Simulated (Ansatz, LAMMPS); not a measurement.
## Finding the fault: glassy 63SiO2-16Na2O-21K2O (mol %) (114 atoms)

Program: Ansatz 0.2.0. The cell: 24 Si, 12 Na, 16 K and 62 O.

File input.yaml:

```yaml
crystal:
  lattice:
    - [11.77591, 0.0, 0.0]
    - [0.0, 11.77591, 0.0]
    - [0.0, 0.0, 11.77591]
  atoms:
    - { symbol: Si, position: [0.01356, 0.4788, 0.82628] }
    - { symbol: Si, position: [0.46603, 0.53226, 0.19629] }
    - { symbol: Si, position: [0.06229, 0.45726, 0.57109] }
    - { symbol: Si, position: [0.44582, 0.50217, 0.75653] }
    - { symbol: Si, position: [0.6039, 0.13578, 0.78829] }
    - { symbol: Si, position: [0.6068, 0.10844, 0.20347] }
    - { symbol: Si, position: [0.47116, 0.70104, 0.39779] }
    - { symbol: Si, position: [0.31045, 0.02422, 0.49389] }
    - { symbol: Si, position: [0.00504, 0.8813, 0.34948] }
    - { symbol: Si, position: [0.41546, 0.28132, 0.30045] }
    - { symbol: Si, position: [0.93387, 0.04684, 0.03085] }
    - { symbol: Si, position: [0.27916, 0.59858, 0.55046] }
    - { symbol: Si, position: [0.92669, 0.64595, 0.23168] }
    - { symbol: Si, position: [0.7432, 0.04574, 0.58119] }
    - { symbol: Si, position: [0.693, 0.79915, 0.46552] }
    - { symbol: Si, position: [0.95001, 0.26778, 0.18506] }
    - { symbol: Si, position: [0.35286, 0.06859, 0.74438] }
    - { symbol: Si, position: [0.82808, 0.09398, 0.34358] }
    [... 90 atom lines left out ...]
    - { symbol: O, position: [0.53406, 0.99087, 0.21038] }
    - { symbol: O, position: [0.60892, 0.16754, 0.08487] }
    - { symbol: O, position: [0.32119, 0.93151, 0.18319] }
    - { symbol: O, position: [0.90133, 0.97599, 0.3577] }
    - { symbol: O, position: [0.00286, 0.05379, 0.91826] }
    - { symbol: O, position: [0.16878, 0.86657, 0.0456] }
kpoints:
  mp_grid: { grid: [1, 1, 1] }
hamiltonian:
  xc: pbe
scf:
  occupations: { method: fixed }
  eigensolver: { kind: { support_functions: { accuracy: medium, radius: 3.15 } } }
  max_iter: 150
output:
  forces: true
  eigenvalues: true
```

Launch:

```
$ ansatz run input.yaml --threads 8 --pin off --max-ram 15872MiB --backend cpu --events-out ev --progress --plain --runs-dir out
```

What it wrote:

```text
Warning: scf.eigensolver.kind.support_functions: disabling space-group detection — the functions' gradient is summed over unrotated k-points, so no spatial operation reduces the k-mesh or symmetrises the density; time reversal is kept, so that k and −k are solved as one point where they differ and the mesh holds both, and exact exchange and, on two spinor components, a DFT+U term hold to it where the run has them: [...]
Warning: basis.ecutwfc = 464 eV, auto-derived: no grid that the accuracy of the support functions lays serves the files at the lower one that their records recommend; a deck with other species or settings can derive another value
settings of this run that can trade accuracy for cost: scf.eigensolver.kind.support_functions [...]
Engine: ansatz 0.2.0, aarch64-unknown-linux-gnu
Pseudopotentials: kind: paw
Pseudopotential: Si, paw, valence charge 4, recommended cutoff 420 eV (normal), Si.paw.azcp
Pseudopotential: Na, paw, valence charge 9, recommended cutoff 420 eV (normal), Na.paw.azcp
Pseudopotential: K, paw, valence charge 9, recommended cutoff 420 eV (normal), K.paw.azcp
Pseudopotential: O, paw, valence charge 6, recommended cutoff 420 eV (normal), O.paw.azcp
[... 5 lines on functional and potentials left out ...]
Error: SCF: the radius of support functions is under 3.53 Å, the least for these sites at the functions' level (scf.eigensolver.kind.support_functions.accuracy). Use scf.eigensolver.kind: auto, or type scf.eigensolver.kind.support_functions.radius at least as long, [...]
```

Wall time 3.4 s (8 threads of Arm Neoverse V2, shared host); peak memory 0.38 GiB.

**Question.** What is wrong with this input, and how is it mended?

A radius under the least that the level allows: support_functions.radius = 3.15.

The fix is to use a longer radius.

The run ended with an error.

[Logs are printed without paths, hosts, clocks, repeated set-up lines and the standing remarks that a program may print on its own settings, such as how far it seeks lower states.]

[Hosts, paths, dates, database ids (printed as entryN), source tags and the programs' standing remarks are cut or masked in the printed files.]
